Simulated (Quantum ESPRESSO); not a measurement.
# HfO2 (Fm-3m): zone-centre phonons, part 2 of 2

Aim: the zone-centre modes of HfO2 (Fm-3m).

Quantum ESPRESSO 7.5; DFT LDA, scalar-relativistic, plane waves, PseudoDojo norm-conserving pseudopotentials.

So far. Step 2 (A first look): A gap of 3.6 eV opens on this mesh, so the crystal is taken as an insulator; the start stands at -22 GPa. Step 4 (Ground state): The cell stands at -0.002 GPa, close enough for phonons. The relaxed cell has a = 4.962 Å (conventional setting).

**5. Zone-centre response**

At q = 0 one unit cell holds all displacements; symmetry groups them into irreducible representations that are solved one by one. The response to a field gives ε∞ and the Born charges, which polar modes need.

File ph.in:

```
phonons
&INPUTPH
  prefix = 'x'
  outdir = './tmp'
  fildyn = 'g.dyn'
  tr2_ph = 1.0d-18
  epsil  = .true.
/
0.000000000000 0.000000000000 0.000000000000
```

Run with:

```console
OMP_NUM_THREADS=1 mpirun -n 4 ph.x -nk 4 -in ph.in > ph.out
```

The log of the run:

```text
[banners, grids, parts of the stress and lines that vanish by symmetry left out]
[banner, memory and clock lines left out]
Program PHONON v.7.5

     ./tmp/x.save/

     IMPORTANT: XC functional enforced from input :
     Exchange-correlation= PW
                           (   1   4   0   0   0   0   0)
     Any further DFT definition will be discarded
     Please, verify this is what you really want

     G-vector sticks info

     Reading collected, re-writing distributed wavefunctions in ./tmp/

     Number and degeneracy of irreps per q-point
       N         xq(1)         xq(2)         xq(3)   N irreps
       1   0.000000000   0.000000000   0.000000000       3
        3   3   3

     Calculation of q =    0.0000000   0.0000000   0.0000000

     phonons

     bravais-lattice index     =            0
     lattice parameter (alat)  =       6.6300  a.u.
     unit-cell volume          =     206.0782 (a.u.)^3
     number of atoms/cell      =            3
     number of atomic types    =            2
     kinetic-energy cut-off    =      92.0000  Ry
     charge density cut-off    =     368.0000  Ry
     convergence threshold     =      1.0E-18
     beta                      =       0.7000
     number of iterations used =            4
     Exchange-correlation= PW
                           (   1   4   0   0   0   0   0)

     celldm(1)=    6.63003  celldm(2)=    0.00000  celldm(3)=    0.00000
     celldm(4)=    0.00000  celldm(5)=    0.00000  celldm(6)=    0.00000

     crystal axes: (cart. coord. in units of alat)
               a(1) = ( -0.7071  0.0000  0.7071 )
               a(2) = (  0.0000  0.7071  0.7071 )
               a(3) = ( -0.7071  0.7071  0.0000 )

     reciprocal axes: (cart. coord. in units 2 pi/alat)
               b(1) = ( -0.7071 -0.7071  0.7071 )
               b(2) = (  0.7071  0.7071  0.7071 )
               b(3) = ( -0.7071  0.7071 -0.7071 )

     Atoms inside the unit cell:

     Cartesian axes

     site n.  atom      mass           positions (alat units)
        1  Hf    178.4900   tau(    1) = (    0.00000    0.00000    0.00000  )
        2  O      15.9990   tau(    2) = (   -1.06066    1.06066    1.06066  )
        3  O      15.9990   tau(    3) = (   -0.35355    0.35355    0.35355  )

     Computing dynamical matrix for
                    q = (   0.0000000   0.0000000   0.0000000 )

     49 Sym.Ops. (with q -> -q+G )

     G cutoff =  409.7504  (  24597 G-vectors)     FFT grid: ( 45, 45, 45)
     number of k points=    29
                       cart. coord. in units 2pi/alat
        k(    1) = (   0.0000000   0.0000000   0.0000000), wk =   0.0039062
        k(    2) = (  -0.0883883   0.0883883  -0.0883883), wk =   0.0312500
        k(    3) = (  -0.1767767   0.1767767  -0.1767767), wk =   0.0312500
        [... further k-points left out ...]

     PseudoPot. # 1 for Hf read from file:
     ./pseudo/Hf.upf
     Pseudo is Norm-conserving + core correction, Zval = 12.0
     Using radial grid of 1618 points,  8 beta functions with:
                l(1) =   0
                l(2) =   0
                l(3) =   1
                l(4) =   1
                l(5) =   2
                l(6) =   2
                l(7) =   3
                l(8) =   3

     PseudoPot. # 2 for O  read from file:
     ./pseudo/O.upf
     Pseudo is Norm-conserving + core correction, Zval =  6.0
     Using radial grid of  926 points,  5 beta functions with:
                l(1) =   0
                l(2) =   0
                l(3) =   1
                l(4) =   1
                l(5) =   2

     Mode symmetry, O_h (m-3m)  point group:

     Electric field:
     Dielectric constant
     Born effective charges as d Force / d E

     Atomic displacements:
     There are    3 irreducible representations

     Representation     1      3 modes -  To be done

     Representation     2      3 modes -  To be done

     Representation     3      3 modes -  To be done

     Alpha used in Ewald sum =   2.8000

     Electric Fields Calculation

      iter #   1   av.it.:   7.7
      thresh= 1.000E-02 alpha_mix =  0.700 |ddv_scf|^2 =  2.024E-08

      iter #   2   av.it.:  14.7
      thresh= 1.423E-05 alpha_mix =  0.700 |ddv_scf|^2 =  4.540E-10

      iter #   3   av.it.:  14.8
      thresh= 2.131E-06 alpha_mix =  0.700 |ddv_scf|^2 =  2.197E-11

      iter #   4   av.it.:  14.9
      thresh= 4.687E-07 alpha_mix =  0.700 |ddv_scf|^2 =  6.130E-13

      iter #   5   av.it.:  14.4
      thresh= 7.829E-08 alpha_mix =  0.700 |ddv_scf|^2 =  1.986E-14

      iter #   6   av.it.:  14.2
      thresh= 1.409E-08 alpha_mix =  0.700 |ddv_scf|^2 =  3.500E-17

      iter #   7   av.it.:  14.9
      thresh= 5.916E-10 alpha_mix =  0.700 |ddv_scf|^2 =  1.825E-18

      iter #   8   av.it.:  15.1
      thresh= 1.351E-10 alpha_mix =  0.700 |ddv_scf|^2 =  4.848E-21

     End of electric fields calculation

          Dielectric constant in cartesian axis

          (       5.228120668       0.000000000      -0.000000000 )
          (      -0.000000000       5.228120668      -0.000000000 )
          (       0.000000000       0.000000000       5.228120668 )

          Effective charges (d Force / dE) in cartesian axis without acoustic sum rule applied (asr)

           atom    1  Hf    Mean Z*:        5.54601
      Ex  (        5.54601        0.00000        0.00000 )
      Ey  (        0.00000        5.54601       -0.00000 )
      Ez  (        0.00000       -0.00000        5.54601 )
           atom    2  O     Mean Z*:       -2.77275
      Ex  (       -2.77275        0.00000        0.00000 )
      Ey  (        0.00000       -2.77275        0.00000 )
      Ez  (       -0.00000        0.00000       -2.77275 )
           atom    3  O     Mean Z*:       -2.77275
      Ex  (       -2.77275       -0.00000       -0.00000 )
      Ey  (       -0.00000       -2.77275        0.00000 )
      Ez  (       -0.00000        0.00000       -2.77275 )

          Effective charges Sum: Mean:        0.00050
              0.00050        0.00000        0.00000
              0.00000        0.00050       -0.00000
              0.00000        0.00000        0.00050

          Effective charges (d Force / dE) in cartesian axis with asr applied:
           atom    1  Hf    Mean Z*:        5.54584
      E*x (        5.54584        0.00000        0.00000 )
      E*y (        0.00000        5.54584       -0.00000 )
      E*z (        0.00000       -0.00000        5.54584 )
           atom    2  O     Mean Z*:       -2.77292
      E*x (       -2.77292        0.00000       -0.00000 )
      E*y (        0.00000       -2.77292        0.00000 )
      E*z (       -0.00000        0.00000       -2.77292 )
           atom    3  O     Mean Z*:       -2.77292
      E*x (       -2.77292       -0.00000       -0.00000 )
      E*y (       -0.00000       -2.77292       -0.00000 )
      E*z (       -0.00000        0.00000       -2.77292 )

     Representation #   1 modes #   1   2   3

     Self-consistent Calculation

      iter #   1   av.it.:   8.4
      thresh= 1.000E-02 alpha_mix =  0.700 |ddv_scf|^2 =  7.853E-07

      iter #   2   av.it.:  14.9
      thresh= 8.862E-05 alpha_mix =  0.700 |ddv_scf|^2 =  2.444E-08

      iter #   3   av.it.:  14.6
      thresh= 1.563E-05 alpha_mix =  0.700 |ddv_scf|^2 =  4.326E-11

      iter #   4   av.it.:  14.8
      thresh= 6.577E-07 alpha_mix =  0.700 |ddv_scf|^2 =  3.036E-13

      iter #   5   av.it.:  14.7
      thresh= 5.510E-08 alpha_mix =  0.700 |ddv_scf|^2 =  1.714E-15

      iter #   6   av.it.:  15.0
      thresh= 4.140E-09 alpha_mix =  0.700 |ddv_scf|^2 =  1.426E-17

[...]
End of self-consistent calculation

     Convergence has been achieved

     Representation #   2 modes #   4   5   6

     Self-consistent Calculation

[...]
End of self-consistent calculation

     Convergence has been achieved

     Representation #   3 modes #   7   8   9

     Self-consistent Calculation

[...]
iter #   2   av.it.:  14.8
      thresh= 8.728E-05 alpha_mix =  0.700 |ddv_scf|^2 =  3.832E-08

      iter #   3   av.it.:  14.8
      thresh= 1.958E-05 alpha_mix =  0.700 |ddv_scf|^2 =  2.281E-10

      iter #   4   av.it.:  14.6
      thresh= 1.510E-06 alpha_mix =  0.700 |ddv_scf|^2 =  6.867E-13

      iter #   5   av.it.:  14.7
      thresh= 8.287E-08 alpha_mix =  0.700 |ddv_scf|^2 =  2.028E-14

      iter #   6   av.it.:  14.7
      thresh= 1.424E-08 alpha_mix =  0.700 |ddv_scf|^2 =  1.358E-16

      iter #   7   av.it.:  14.3
      thresh= 1.165E-09 alpha_mix =  0.700 |ddv_scf|^2 =  7.760E-18

      iter #   8   av.it.:  14.5
      thresh= 2.786E-10 alpha_mix =  0.700 |ddv_scf|^2 =  2.967E-20

     End of self-consistent calculation

     Convergence has been achieved

     Number of q in the star =    1
     List of q in the star:
          1   0.000000000   0.000000000   0.000000000

          Dielectric constant in cartesian axis

          (       5.228120668       0.000000000      -0.000000000 )
          (      -0.000000000       5.228120668      -0.000000000 )
          (       0.000000000       0.000000000       5.228120668 )

          Effective charges (d Force / dE) in cartesian axis without acoustic sum rule applied (asr)

           atom    1  Hf    Mean Z*:        5.54601
      Ex  (        5.54601        0.00000        0.00000 )
      Ey  (        0.00000        5.54601       -0.00000 )
      Ez  (        0.00000       -0.00000        5.54601 )
           atom    2  O     Mean Z*:       -2.77275
      Ex  (       -2.77275        0.00000        0.00000 )
      Ey  (        0.00000       -2.77275        0.00000 )
      Ez  (       -0.00000        0.00000       -2.77275 )
           atom    3  O     Mean Z*:       -2.77275
      Ex  (       -2.77275       -0.00000       -0.00000 )
      Ey  (       -0.00000       -2.77275        0.00000 )
      Ez  (       -0.00000        0.00000       -2.77275 )

          Effective charges Sum: Mean:        0.00050
              0.00050        0.00000        0.00000
              0.00000        0.00050       -0.00000
              0.00000        0.00000        0.00050

          Effective charges (d Force / dE) in cartesian axis with asr applied:
           atom    1  Hf    Mean Z*:        5.54584
      E*x (        5.54584        0.00000        0.00000 )
      E*y (        0.00000        5.54584       -0.00000 )
      E*z (        0.00000       -0.00000        5.54584 )
           atom    2  O     Mean Z*:       -2.77292
      E*x (       -2.77292        0.00000       -0.00000 )
      E*y (        0.00000       -2.77292        0.00000 )
      E*z (       -0.00000        0.00000       -2.77292 )
           atom    3  O     Mean Z*:       -2.77292
      E*x (       -2.77292       -0.00000       -0.00000 )
      E*y (       -0.00000       -2.77292       -0.00000 )
      E*z (       -0.00000        0.00000       -2.77292 )

     Diagonalizing the dynamical matrix

     q = (    0.000000000   0.000000000   0.000000000 )

 **************************************************************************
     freq (    1) =      -0.015892 [THz] =      -0.530088 [cm-1]
     freq (    2) =      -0.015892 [THz] =      -0.530088 [cm-1]
     freq (    3) =      -0.015892 [THz] =      -0.530088 [cm-1]
     freq (    4) =       7.757524 [THz] =     258.763138 [cm-1]
     freq (    5) =       7.757524 [THz] =     258.763138 [cm-1]
     freq (    6) =       7.757524 [THz] =     258.763138 [cm-1]
     freq (    7) =      18.333817 [THz] =     611.550310 [cm-1]
     freq (    8) =      18.333817 [THz] =     611.550310 [cm-1]
     freq (    9) =      18.333817 [THz] =     611.550310 [cm-1]
 **************************************************************************

     Mode symmetry, O_h (m-3m)  point group:

     freq (   1-   3) =         -0.5  [cm-1]   --> T_1u G_15  G_4- I
     freq (   4-   6) =        258.8  [cm-1]   --> T_1u G_15  G_4- I
     freq (   7-   9) =        611.6  [cm-1]   --> T_2g G_25' G_5+ R
```

It took 4.3 min on 4 MPI ranks of Arm Neoverse V2, shared host.

Read from the output:

* miss of the charge sum rule: 5.10e-4 e
* largest acoustic frequency at the zone centre before the sum rule: -0.53 cm⁻¹
* highest optical zone-centre mode (no LO-TO term): 611.5 cm⁻¹
* lowest optical zone-centre mode: 258.8 cm⁻¹
* mean high-frequency dielectric constant: 5.228
* largest Born charge in size (third of the trace): 5.546 e

Born charge (rows field, columns displacement), before the sum rule (e), principal values of the symmetric part by kind of site:

```csv
atom,atoms with these values,low,middle,high,mean
Hf1,1,5.55,5.55,5.55,5.55
O2,2,-2.77,-2.77,-2.77,-2.77
```

In full for Hf1:

```
5.55 0.00 0.00
0.00 5.55 0.00
0.00 0.00 5.55
```

High-frequency dielectric tensor:

```
5.23 0.00 0.00
0.00 5.23 0.00
0.00 0.00 5.23
```

The acoustic modes at Γ come out as far as 0.5 cm⁻¹ from zero, where they should vanish, a small numerical error; the Born charges miss their sum rule by 5.1e-4 e, which is good.

**6. Modes with the sum rule**

A rigid shift of the crystal must cost nothing, but grids and finite bases break this; the acoustic sum rule is imposed before the matrix is diagonalised again. With Born charges the intensities follow, and the static dielectric tensor.

File dynmat.in:

```
&INPUT
  fildyn = 'g.dyn'
  asr    = 'simple'
  fileig = 'dynmat.eig'
  lperm  = .true.
/
```

Run with:

```console
dynmat.x -in dynmat.in > dynmat.out
```

The log of the run:

```text
[banner, memory and clock lines left out]
Program DYNMAT v.7.5

     Reading Dynamical Matrix from file g.dyn
     ...Force constants read
     ...epsilon and Z* read
     A direction for q was not specified:TO-LO splitting will be absent

     Polarizability (A^3 units)
     multiply by 0.415046 for Clausius-Mossotti correction
        10.274790   -0.000000    0.000000
         0.000000   10.274790    0.000000
        -0.000000   -0.000000   10.274790

     IR activities are in (D/A)^2/amu units

# mode   [cm-1]    [THz]      IR
    1     -0.00   -0.0000    0.0000
    2     -0.00   -0.0000    0.0000
    3      0.00    0.0000    0.0000
    4    258.77    7.7578   26.1513
    5    258.77    7.7578   26.1513
    6    258.77    7.7578   26.1513
    7    611.55   18.3339    0.0000
    8    611.55   18.3339    0.0000
    9    611.55   18.3339    0.0000

Electronic dielectric permittivity tensor (relative, adimensional)
         5.228121   -0.000000    0.000000
         0.000000    5.228121    0.000000
        -0.000000   -0.000000    5.228121

 ... with zone-center polar mode contributions
        32.504138    0.000000    0.000000
         0.000000   32.504138    0.000000
         0.000000    0.000000   32.504138

[end of the log left out, with the tail of the file of modes that dynmat.x writes under the same name]
```

Wall time 0.47 s (1 thread).

This step gave:

```yaml
mean_static_dielectric_constant: 32.50
```

Unit eigenvectors of the mass-weighted matrix after the sum rule; no LO-TO term. Modes at Γ, with each element's share of the kinetic energy:

```
mode  frequency (cm⁻¹)  symmetry  Hf %  O %
   1               0.0  acoustic    85   15
   2               0.0  acoustic    85   15
   3               0.0  acoustic    85   15
   4             258.8       T1u    15   85
   5             258.8       T1u    15   85
   6             258.8       T1u    15   85
   7             611.6       T2g     0  100
   8             611.6       T2g     0  100
   9             611.6       T2g     0  100
```

Displacements in mode 4 (258.8 cm⁻¹), the largest set to 1:
```
Hf1  0.00  0.00 -0.18
O2   0.00  0.00  1.00
O3   0.00  0.00  1.00
```

Displacements in mode 9 (611.6 cm⁻¹), the largest set to 1:
```
Hf1  0.00  0.00  0.00
O2   0.00  0.00  1.00
O3   0.00  0.00 -1.00
```

Degenerate modes summed, no LO-TO term. Lines of the infrared spectrum (strongest = 100):

```csv
position (cm⁻¹),lines merged,label,"IR intensity, relative"
259,3,T1u,100
612,3,T2g,0.0
```

Static dielectric tensor (ions relaxed, fixed cell):

```
32.50  0.00  0.00
 0.00 32.50  0.00
 0.00  0.00 32.50
```

The rule moves no optical mode by more than 0.1 cm⁻¹.

**7. Modes along a direction of q (1 0 0)**

A longitudinal polar mode sets up a macroscopic field that stiffens it; the term hangs on the direction from which q goes to zero.

File dynmat.in:

```
&INPUT
  fildyn = 'g.dyn'
  asr    = 'simple'
  fileig = 'dynmat.eig'
  q(1)   = 1.0
  q(2)   = 0.0
  q(3)   = 0.0
/
```

Run with:

```console
dynmat.x -in dynmat.in > dynmat.out
```

The log of the run:

```text
[banner, memory and clock lines left out]
Program DYNMAT v.7.5

     Reading Dynamical Matrix from file g.dyn
     ...Force constants read
     ...epsilon and Z* read

     Polarizability (A^3 units)
     multiply by 0.415046 for Clausius-Mossotti correction
        10.274790   -0.000000    0.000000
         0.000000   10.274790    0.000000
        -0.000000   -0.000000   10.274790

     IR activities are in (D/A)^2/amu units

# mode   [cm-1]    [THz]      IR
    1     -0.00   -0.0000    0.0000
    2      0.00    0.0000    0.0000
    3      0.00    0.0000    0.0000
    4    258.77    7.7578   26.1513
    5    258.77    7.7578   26.1513
    6    611.55   18.3339    0.0000
    7    611.55   18.3339    0.0000
    8    611.55   18.3339    0.0000
    9    645.23   19.3434   26.1513

[end of the log left out, with the tail of the file of modes that dynmat.x writes under the same name]
```

Elapsed: 0.47 s, on 1 thread.

Numbers from this step:

* highest mode moved by the LO-TO term: 645.2 cm⁻¹

Zone-centre frequencies as printed; negative means imaginary. Modes:

```
mode  frequency (cm⁻¹)
   1                 0
   2                 0
   3                 0
   4             258.8
   5             258.8
   6             611.5
   7             611.5
   8             611.5
   9             645.2
```

The field moves one mode, from 259 to 645 cm⁻¹; the others stay.

**8. Summary of results**

```yaml
space_group_after_relaxation: Fm-3m
volume_per_atom: 10.2 Å³
gap_on_the_k_mesh: 3.80 eV
highest_optical_zone_centre_mode_no_lo_to_term: 611.5 cm⁻¹
lowest_optical_zone_centre_mode: 258.8 cm⁻¹
highest_mode_moved_by_the_lo_to_term: 645.2 cm⁻¹
mean_high_frequency_dielectric_constant: 5.23
largest_born_charge_in_size_third_of_the_trace: 5.55 e
mean_static_dielectric_constant: 32.5
imaginary_optical_modes_at_the_zone_centre_no_q_mesh_in_this_session: none
```

In words: At the LDA level the optical modes of HfO2 (Fm-3m) at the zone centre (no LO-TO term) run from 259 to 612 cm⁻¹. Along the directions run, the highest mode that the macroscopic field moves lies at 645 cm⁻¹. Lattice motion raises the mean dielectric constant from 5.228 to 32.50. The Born charge of Hf is 5.546 e against a formal charge of +4: displacements drive charge along the bonds, a mark of mixed ionic and covalent bonding and of large LO-TO splittings. Of the 6 optical modes, 3 are infrared active alone and 3 are Raman active alone; inversion symmetry keeps the two sets apart. These are harmonic frequencies at zero temperature: anharmonic shifts and linewidths and thermal expansion are left out. Spin-orbit coupling is left out, which can matter for the heavy elements here.

[Host names and launcher messages were left out of these logs when they were recorded.]

[Logs are printed without paths, hosts, clocks, repeated set-up lines and the standing remarks that a program may print on its own settings, such as how far it seeks lower states.]

[Hosts, paths, dates, database ids (printed as entryN), source tags and the programs' standing remarks are cut or masked in the printed files.]
